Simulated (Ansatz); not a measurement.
# Stack of 1T-HfTe2 under H-GaAs-Cl chair, unshifted in a perpendicular field

Aim: how the stack of 1T-HfTe2 under H-GaAs-Cl chair, unshifted screens a field along its normal, and what the field does to its bands. A positive field points along +c.

Program: Ansatz 0.2.0. Level of theory: plane-wave DFT, PBEsol-D3(BJ), Ansatz PAW. Results are calculated unless marked as measured.

## Step 1: Set-up

The cell holds 7 atoms: 2 Te, 1 Hf, 1 Cl, 1 As, 1 Ga and 1 H. Cell: a = 3.973 Å, b = 3.973 Å, c = 54.036 Å, α = 90.0°, β = 90.0°, γ = 120.0°. Regions: layer 1: 1T-HfTe2, 3 atoms (2 Te and 1 Hf); layer 2: H-GaAs-Cl chair, 4 atoms (1 Cl, 1 As, 1 Ga and 1 H). Vacuum lies along c.

## Step 2: Relaxation

The starting cell is a guess, so the in-plane lattice and the atoms are relaxed first, with the slab cut off from its images along the normal.

Input file input.yaml:

```yaml
crystal:
  lattice:
    - [3.97325, 0.0, 0.0]
    - [-1.986625, 3.4409354356, 0.0]
    - [0.0, 0.0, 54.0364806622]
  atoms:
    - { symbol: Te, position: [0.6666666667, 0.3333333333, 0.3932528495] }
    - { symbol: Hf, position: [0.0, 0.0, 0.428350873] }
    - { symbol: Te, position: [0.3333333333, 0.6666666667, 0.4634488964] }
    - { symbol: Cl, position: [0.6666666667, 0.3333333333, 0.5226681491] }
    - { symbol: As, position: [0.6666666667, 0.3333333333, 0.5635664454] }
    - { symbol: Ga, position: [0.3333333333, 0.6666666667, 0.5784329453] }
    - { symbol: H, position: [0.3333333333, 0.6666666667, 0.6067471505] }
  periodic: [true, true, false]
kpoints:
  mp_grid: { grid: [12, 12, 1] }
hamiltonian:
  xc: pbesol
  dispersion: d3bj
scf:
  occupations: { method: fermi_dirac, width: 0.05 }
  convergence: { dr2_threshold: 1.0e-09 }
relax:
  f_tol: 0.004
  max_steps: 90
  cell: {}
output:
  write_potential: true
  write_density: true
  volumetric_format: npy
```

Launch:

```
> ansatz run input.yaml --threads 4 --pin off --max-ram 6144MiB --backend cpu --events-out ev --progress --plain --runs-dir out
```

Numbers of over 12 decimals in the logs are rounded to 6 here.

What it wrote:

```text
Warning: relax.cell: scf.convergence.dr2_threshold = 1e-9 eV is looser than the 1.50920615905e-10 eV advised for a relaxation that steers and ends on the stress (1e-10 eV for each atom of the cell: 7, times the square of relax.cell.stress_2d_tol = 0.05 N/m over 21.5 Å (the atoms' height at the walk's start and 5 Å past either face), 2.322e-2 GPa, over a crystal's default 0.05). What an SCF threshold leaves in a stress goes as its square root, and in the free energy as the threshold itself, and one threshold admits the most on a small cell: [figures from the program's tests cut] Set scf.convergence.dr2_threshold to 1.50920615905e-10 eV or tighter. [rest of the remark cut]
Engine: ansatz 0.2.0, x86_64-unknown-linux-gnu
Pseudopotentials: kind: paw
Pseudopotential: Te, paw, valence charge 16, recommended cutoff 420 eV (normal), Te.paw.azcp
Pseudopotential: Hf, paw, valence charge 26, recommended cutoff 420 eV (normal), Hf.paw.azcp
Pseudopotential: Cl, paw, valence charge 7, recommended cutoff 420 eV (normal), Cl.paw.azcp
Pseudopotential: As, paw, valence charge 15, recommended cutoff 420 eV (normal), As.paw.azcp
Pseudopotential: Ga, paw, valence charge 13, recommended cutoff 420 eV (normal), Ga.paw.azcp
Pseudopotential: H, paw, valence charge 1, recommended cutoff 420 eV (normal), H.paw.azcp
Functional definition: PBEsol
  exchange = pbesol_x
  correlation = pbesol_c
Crystal: 7 atoms, lattice volume = 738.770 Å³
Basis set: ecut = 420 eV, 14593 PW (Γ), exchange–correlation on 54×54×750 points (8 copies of the dense FFT grid, shifted against one another)
Bands: 57, of which v1, the nominal top of the filled ones, is band 47 counted from 1 (46 counted from 0)
Symmetry: 6 space group operations
Space group: P3m1 (ITA 156), of the structure as read, at distance tolerance 9.0e-5 Å
k-points: 19 of 144 (time reversal used)
Non-local potential: Te, projectors of the file, l = 0: 2, l = 1: 2, l = 2: 2, l = 3: 2
Non-local potential: Hf, projectors of the file, l = 0: 3, l = 1: 2, l = 2: 2, l = 3: 3
Non-local potential: Cl, projectors of the file, l = 0: 2, l = 1: 2, l = 2: 2
Non-local potential: As, projectors of the file, l = 0: 2, l = 1: 2, l = 2: 3, l = 3: 1
Non-local potential: Ga, projectors of the file, l = 0: 2, l = 1: 2, l = 2: 3, l = 3: 1
Non-local potential: H, projectors of the file, l = 0: 2, l = 1: 1
PAW form: soft (Blöchl's): semilocal exchange-correlation on the pseudo side does not see the compensation charge
PAW frozen core: Te, regenerated for the run's functional, and the local potential with it (the file was generated under x = pbe(κ = 0.804, μ = 0.219515), c = pbe(β = 0.066725))
PAW frozen core: Hf, regenerated for the run's functional, and the local potential with it (the file was generated under x = pbe(κ = 0.804, μ = 0.219515), c = pbe(β = 0.066725))
PAW frozen core: Cl, regenerated for the run's functional, and the local potential with it (the file was generated under x = pbe(κ = 0.804, μ = 0.219515), c = pbe(β = 0.066725))
PAW frozen core: As, regenerated for the run's functional, and the local potential with it (the file was generated under x = pbe(κ = 0.804, μ = 0.219515), c = pbe(β = 0.066725))
PAW frozen core: Ga, regenerated for the run's functional, and the local potential with it (the file was generated under x = pbe(κ = 0.804, μ = 0.219515), c = pbe(β = 0.066725))
PAW one-centre angular grid: Te, 590 points (default); XC on 64 Gauss nodes
PAW one-centre angular grid: Hf, 590 points (default); XC on 64 Gauss nodes
PAW one-centre angular grid: Cl, 110 points (default); XC on 64 Gauss nodes
PAW one-centre angular grid: As, 590 points (default); XC on 64 Gauss nodes
PAW one-centre angular grid: Ga, 590 points (default); XC on 64 Gauss nodes
PAW one-centre angular grid: H, 110 points (default); XC on 64 Gauss nodes
Initial density: superposition of atomic densities (neutral atoms: chi_scale 0, normalization atom), corrected by the library's trained network
Initial wavefunctions: pseudopotential atomic-orbital guess
Functional: x = pbesol(κ = 0.804, μ = 0.123457), c = pbesol(β = 0.046)
SCF iter   1: F=—  HF=-39037.907200 eV  |F-HF|=—  |Δ(HF+E_count)|=         —  Δρ=2.25e-3  dr2=1.18e-1  ethr=1.77e-3  ⟨swp⟩=13.1  Hψ=5757  notcnv=0  defer=22
preconditioner: auto → LDOS  [insulator: Δε(μ)=0.142 eV  Ē_g=12.004 eV  σ=0.050 eV  W_gap=0.58  n_scr=98 (ndim 8)  ℏωp=10.2 eV  f_vac=0.738  D(μ)=0.76/eV (n_scr^D=6)  ε∞_Penn≈1.7  β→1.0]
SCF iter   2: F=—  HF=-39038.155153 eV  |F-HF|=—  |Δ(HF+E_count)|=   2.48e-1  Δρ=4.34e-3  dr2=9.22e0  ethr=1.25e-4  ⟨swp⟩=5.9  Hψ=2674  notcnv=0  defer=64
SCF iter   3: F=—  HF=-39037.895952 eV  |F-HF|=—  |Δ(HF+E_count)|=   2.59e-1  Δρ=8.93e-4  dr2=4.56e-2  ethr=1.25e-4  ⟨swp⟩=5.0  Hψ=2252  notcnv=0  defer=44
SCF iter   4: F=—  HF=-39037.903682 eV  |F-HF|=—  |Δ(HF+E_count)|=   7.73e-3  Δρ=1.18e-3  dr2=1.16e-1  ethr=4.85e-5  ⟨swp⟩=3.8  Hψ=2283  notcnv=0  defer=52  recentre
SCF iter   5: F=—  HF=-39037.889681 eV  |F-HF|=—  |Δ(HF+E_count)|=   1.40e-2  Δρ=3.03e-4  dr2=2.49e-2  ethr=4.85e-5  ⟨swp⟩=3.2  Hψ=1798  notcnv=0  defer=52
SCF iter   6: F=—  HF=-39037.888017 eV  |F-HF|=—  |Δ(HF+E_count)|=   1.66e-3  Δρ=1.93e-4  dr2=1.86e-2  ethr=2.65e-5  ⟨swp⟩=1.6  Hψ=1231  notcnv=0  defer=47
SCF iter   7: F=—  HF=-39037.884765 eV  |F-HF|=—  |Δ(HF+E_count)|=   3.25e-3  Δρ=1.23e-4  dr2=3.96e-3  ethr=1.98e-5  ⟨swp⟩=2.5  Hψ=1374  notcnv=0  defer=43
SCF iter   8: F=—  HF=-39037.883933 eV  |F-HF|=—  |Δ(HF+E_count)|=   8.32e-4  Δρ=6.95e-5  dr2=2.30e-4  ethr=4.22e-6  ⟨swp⟩=3.1  Hψ=1647  notcnv=0  defer=42
SCF iter   9: F=—  HF=-39037.883946 eV  |F-HF|=—  |Δ(HF+E_count)|=   1.30e-5  Δρ=3.02e-5  dr2=2.03e-4  ethr=2.45e-7  ⟨swp⟩=2.9  Hψ=1655  notcnv=0  defer=42
SCF iter  10: F=—  HF=-39037.883901 eV  |F-HF|=—  |Δ(HF+E_count)|=   4.42e-5  Δρ=7.29e-6  dr2=4.09e-6  ethr=2.16e-7  ⟨swp⟩=2.6  Hψ=1340  notcnv=0  defer=42
SCF iter  11: F=—  HF=-39037.883856 eV  |F-HF|=—  |Δ(HF+E_count)|=   4.52e-5  Δρ=3.06e-6  dr2=1.67e-7  ethr=4.35e-9  ⟨swp⟩=3.1  Hψ=1753  notcnv=0  defer=42
SCF iter  12: F=—  HF=-39037.883856 eV  |F-HF|=—  |Δ(HF+E_count)|=   7.65e-8  Δρ=9.84e-7  dr2=8.95e-9  ethr=1.78e-10  ⟨swp⟩=3.3  Hψ=2045  notcnv=0  defer=42
SCF iter  13: F=-39037.883856 eV  HF=-39037.883856 eV  |F-HF|=1.33e-8  |Δ(HF+E_count)|=   3.16e-8  Δρ=3.66e-7  dr2=9.08e-10  ethr=1.06e-12  ⟨swp⟩=10.4  Hψ=9316  notcnv=0
SCF 1 converged in 13 iterations: F = -39037.883856 eV  dr2 = 9.08e-10
  greatest PAW one-centre occupation: 0.999 electrons in one spin orbital (limit 2), on the As atom at site 4 (counted from 0), in its partial waves of l = 2
[...]
relax step   5: F+E_penalty+E_count = -39038.20829978 eV  Δ(F+E_penalty+E_count) = -1.438e-3 eV  max|allowed force component| = 3.058e-2 eV/Å  Δτ_max = 0.0576 Å  P = +0.015 N/m  Ω = 713.992 Å³  energy of the carried Pulay correction = +1.262e-3 eV  fix = [c, alpha, beta]  reactions: c +0.000 N/m  (10 SCF iters, accepted)
[...]
relax step   6: F+E_penalty+E_count = -39038.20872642 eV  Δ(F+E_penalty+E_count) = -4.266e-4 eV  max|allowed force component| = 8.642e-3 eV/Å  Δτ_max = 0.0168 Å  P = -0.004 N/m  Ω = 713.998 Å³  energy of the carried Pulay correction = +1.262e-3 eV  fix = [c, alpha, beta]  reactions: c -0.000 N/m  (9 SCF iters, accepted)
[...]
relax step   7: F+E_penalty+E_count = -39038.20873106 eV  Δ(F+E_penalty+E_count) = -4.635e-6 eV  max|allowed force component| = 3.768e-3 eV/Å  Δτ_max = 0.0054 Å  P = -0.003 N/m  Ω = 714.338 Å³  energy of the carried Pulay correction = +1.245e-3 eV  fix = [c, alpha, beta]  reactions: c -0.000 N/m  (8 SCF iters, accepted)
Initial wavefunctions: pseudopotential atomic-orbital guess (no wavefunctions were taken with the density)
iter 1 solved again at ethr=6.09e-7 eV; its pass at ethr=3.10e-3 eV (dr2=5.72e-4 eV) is discarded
SCF iter   1: F=—  HF=-39038.207535 eV  |F-HF|=—  |Δ(HF+E_count)|=         —  Δρ=1.94e-5  dr2=4.34e-7  ethr=6.09e-7  ⟨swp⟩=5.5  Hψ=10297  notcnv=0
eigensolver tolerance schedule: the retry pair's looser diagonalisation over-reported the residual by 1316.44 of it (diagonalisation noise at 0.35 of the residual, at the tolerance the schedule requests for it); recorded, not acted on — ethr = c·dr2/N_el stays at c = 1.0e-1
SCF iter   2: F=—  HF=-39038.207497 eV  |F-HF|=—  |Δ(HF+E_count)|=   3.80e-5  Δρ=1.18e-5  dr2=8.11e-7  ethr=4.62e-10  ⟨swp⟩=4.6  Hψ=3229  notcnv=0
SCF iter   3: F=—  HF=-39038.207496 eV  |F-HF|=—  |Δ(HF+E_count)|=   1.16e-6  Δρ=5.79e-6  dr2=5.43e-7  ethr=4.62e-10  ⟨swp⟩=3.1  Hψ=2341  notcnv=0
SCF iter   4: F=—  HF=-39038.207496 eV  |F-HF|=—  |Δ(HF+E_count)|=   1.27e-7  Δρ=2.80e-6  dr2=3.84e-7  ethr=4.62e-10  ⟨swp⟩=2.7  Hψ=2128  notcnv=0
SCF iter   5: F=—  HF=-39038.207495 eV  |F-HF|=—  |Δ(HF+E_count)|=   6.80e-8  Δρ=5.82e-7  dr2=4.22e-9  ethr=4.09e-10  ⟨swp⟩=2.7  Hψ=1619  notcnv=0
iter 6 met the thresholds in force, and the SCF goes on: an eigenvalue changes by 2.36 meV, over its tolerance of 1.10 meV (output.eigenvalues, Limitations)
SCF iter   6: F=-39038.207495 eV  HF=-39038.207495 eV  |F-HF|=3.61e-9  |Δ(HF+E_count)|=   1.13e-9  Δρ=1.91e-7  dr2=1.97e-10  ethr=1.06e-12  ⟨swp⟩=15.3  Hψ=10010  notcnv=0
iter 7 met the thresholds in force, and the SCF goes on: an eigenvalue changes by 1.36 meV, over its tolerance of 1.02 meV (output.eigenvalues, Limitations)
SCF iter   7: F=-39038.207495 eV  HF=-39038.207495 eV  |F-HF|=1.73e-9  |Δ(HF+E_count)|=   1.82e-9  Δρ=6.29e-8  dr2=2.52e-11  ethr=1.00e-12  ⟨swp⟩=8.2  Hψ=6441  notcnv=0
Mixer restart at iter 7: flushing history
SCF iter   8: F=-39038.207495 eV  HF=-39038.207495 eV  |F-HF|=2.40e-10  |Δ(HF+E_count)|=   1.49e-9  Δρ=8.05e-8  dr2=3.41e-10  ethr=1.00e-12  ⟨swp⟩=9.2  Hψ=6991  notcnv=0
SCF 8 converged in 8 iterations: F = -39038.207495 eV  dr2 = 3.41e-10
relax step   8: F+E_penalty+E_count = -39038.20749550 eV  Δ(F+E_penalty+E_count) = +1.236e-3 eV  max|allowed force component| = 3.445e-3 eV/Å  Δτ_max = 0.0000 Å  P = -0.006 N/m  Ω = 714.338 Å³  fix = [c, alpha, beta]  reactions: c -0.000 N/m  stress off target by 5.93e-3 N/m on what of the cell is left free  SCF on the basis re-selected at this cell (its energy is not comparable with the rows above)  (8 SCF iters)
basis re-selected at this cell: Δ(F+E_penalty+E_count) = +1.236e-3 eV, ΔP = -0.003 N/m vs the last step (what re-selecting the basis moved, of the pressure what is left beyond the Pulay correction that the steps carried, after the strain that the cell walked since its last selection, with what the two solves' SCF thresholds leave and, on support functions, any second-order correction that the steps lacked; it is no m [...]
WARN: The output density's exchange-correlation potential varies sharply where the density is thin. Do not read a vacuum level from v_tot or v_xc, or from such a field of the output density. On a cell that repeats whose density bears no net charge and no dipole along the vacuum's axis use v_es (v_loc + v_h of the components); under efield.dipole_correction with no amplitude use v_es + v_field, which holds any externa [...]
SCF converged after 8 iterations
an eigenvalue changed by more than its tolerance at an iteration that met the thresholds in force, so the SCF went on 2 times, its first undamped step at iteration 7: the last check found none over its tolerance
Free energy (F): -39038.207495 eV
Harris-Foulkes:  -39038.207495 eV  (|F-HF|=2.40e-10)
Internal energy: -39038.199527 eV  (E = F + TS)
E sigma→0 (E₀):  -39038.203511 eV
Entropy (-TS):   -0.007968 eV (-1.138 meV/atom)
Fermi energy:    -4.499751 eV
--- Per-component energies (eV) ---
  E_band       = -2348.449916
  E_kinetic    = 1177.398130
  E_local      = -590126.133009  (includes V_loc(G=0)·N_el)
  E_nonlocal   = -2066.003272
  E_hartree    = 294462.615554
  E_xc         = -805.560389
  E_vxc        = -743.323440  (∫ρ·V_xc dr)
  E_paw        = -20360.003000  (= ΣΔE_a)
  E_vpaw       = 484.390229  (= ΣTr[D̂ρ^β])
  E_aug_tail   = -0.001593  (compensation charges beyond the density's cutoff)
  E_ewald      = 278677.152281
  E_disp       = -1.572791  (pairwise vdW)
  E_core_change = 3.908561  (= ΣΔE_core)
  E_smearing   = -0.007968  (= −TS)
  E_closure    = -0.000000  (closes the sum)
  Σ components = -39038.207495   (vs F -39038.207495, Δ=0.00e0)
--- Forces (eV/Å), atoms counted from 1 ---
  atom   1  Te     0.00000000     0.00000000    -0.00026933
  atom   2  Hf     0.00000000     0.00000000     0.00022458
  atom   3  Te     0.00000000     0.00000000    -0.00002456
  atom   4  Cl    -0.00000000     0.00000000    -0.00050450
  atom   5  As    -0.00000000     0.00000000    -0.00263189
  atom   6  Ga     0.00000000     0.00000000     0.00344519
  atom   7  H      0.00000000     0.00000000    -0.00024068
  max |Σ_I F_I| component: 1.19e-6 eV/Å
--- 2D stress c σ (N/m, compression-positive) ---
       -0.005931       0.000000      -0.000000
        0.000000      -0.005931      -0.000000
       -0.000000      -0.000000      -0.000000
  P = ½ c Tr σ = -0.0059 N/m
--- Band table (eV; the first three rows and the last of 19) ---
  k-point 0: bands = [... 43 lower, -5.5772, -5.5772, -4.0339, -4.0339, -3.8466, -3.5444, -3.5444, -3.5185, ... 6 higher]
  k-point 1: bands = [... 43 lower, -5.7031, -5.6098, -4.8840, -4.4532, -3.6164, -3.3159, -3.1256, -3.0948, ... 6 higher]
  k-point 2: bands = [... 43 lower, -6.0998, -5.9942, -5.4283, -4.9564, -3.8152, -3.1671, -2.6428, -2.6015, ... 6 higher]
  k-point 18: bands = [... 43 lower, -7.5730, -7.0242, -6.6997, -6.5102, -3.4220, -2.8892, -2.3687, -2.2436, ... 6 higher]
  the weakly bound empty levels are not read free of the cell's end (no_gap_told)
--- Relaxed structure (7 steps of the walk, 7 accepted, 1 SCFs on fresh bases) ---
  F+E_penalty+E_count = -39038.20749550 eV   max|allowed force component| = 3.445e-3 eV/Å   (the final SCF, on the basis selected at the relaxed cell)
  cell:  # Å, volume = 714.3379 Å³
    - [3.906996, 0, 0]
    - [-1.953498, 3.383558, 0]
    - [0, 0, 54.0364806622]
  atoms:
    - { symbol: Te, position: [0.666667, 0.333333, 0.401687] }
    - { symbol: Hf, position: [0, 0, 0.434299] }
    - { symbol: Te, position: [0.333333, 0.666667, 0.466820] }
    - { symbol: Cl, position: [0.666667, 0.333333, 0.518563] }
    - { symbol: As, position: [0.666667, 0.333333, 0.558685] }
    - { symbol: Ga, position: [0.333333, 0.666667, 0.573782] }
    - { symbol: H, position: [0.333333, 0.666667, 0.602632] }
```

Wall time 4.3 min (4 threads of Intel Xeon Platinum 8259CL at 2.50GHz (Skylake/Cascade Lake), shared host); peak memory 1.8 GiB.

Step by step:

| step | energy less that of the first step (eV) | largest force component (eV/Å) | volume (Å³) |
| --- | --- | --- | --- |
| 1 | 0.0000 | 1.3559 | 738.77 |
| 2 | -0.2473 | 0.3208 | 729.88 |
| 3 | -0.3046 | 0.0872 | 719.40 |
| 4 | -0.3230 | 0.0923 | 711.07 |
| 5 | -0.3244 | 0.0306 | 713.99 |
| 6 | -0.3249 | 0.0086 | 714.00 |
| 7 | -0.3249 | 0.0038 | 714.34 |
| 8* | -0.3236 | 0.0034 | 714.34 |

Relaxation steps marked * repeat the geometry before them on a plane-wave basis chosen anew for their cell, so energy and pressure can jump there.

Forces are held to the 6 operations that the run works with; a distortion that breaks them can't arise in this run.

| cell as run | before | after | change |
| --- | --- | --- | --- |
| a (Å) | 3.973 | 3.907 | -1.7 % |
| b (Å) | 3.973 | 3.907 | -1.7 % |

The atoms that moved most (Å, along periodic axes as changes of fractional coordinates times the final cell, across vacuum about the mean position):

| atom | dx | dy | dz | length |
| --- | --- | --- | --- | --- |
| Te1 | 0.000 | 0.000 | 0.456 | 0.456 |
| Hf2 | 0.000 | 0.000 | 0.321 | 0.321 |
| As5 | 0.000 | 0.000 | -0.264 | 0.264 |
| Ga6 | 0.000 | 0.000 | -0.251 | 0.251 |
| H7 | 0.000 | 0.000 | -0.222 | 0.222 |
| Cl4 | 0.000 | 0.000 | -0.222 | 0.222 |
| Te3 | 0.000 | 0.000 | 0.182 | 0.182 |

Numbers from this step:

| Property | Result |
| --- | --- |
| energy at zero smearing | -39038.2035 eV |

The lattice constant a goes from 3.973 to 3.907 Å.

[end of part 1 of 3]

[Logs are printed without paths, hosts, clocks, repeated set-up lines and the standing remarks that a program may print on its own settings, such as how far it seeks lower states.]

[Hosts, paths, dates, database ids (printed as entryN), source tags and the programs' standing remarks are cut or masked in the printed files.]

[Maps of the electrostatic potential energy from Ansatz leave out the sawtooth potential of an applied field or a dipole correction, so their vacuum need not be flat; planar profiles and work functions include it.]
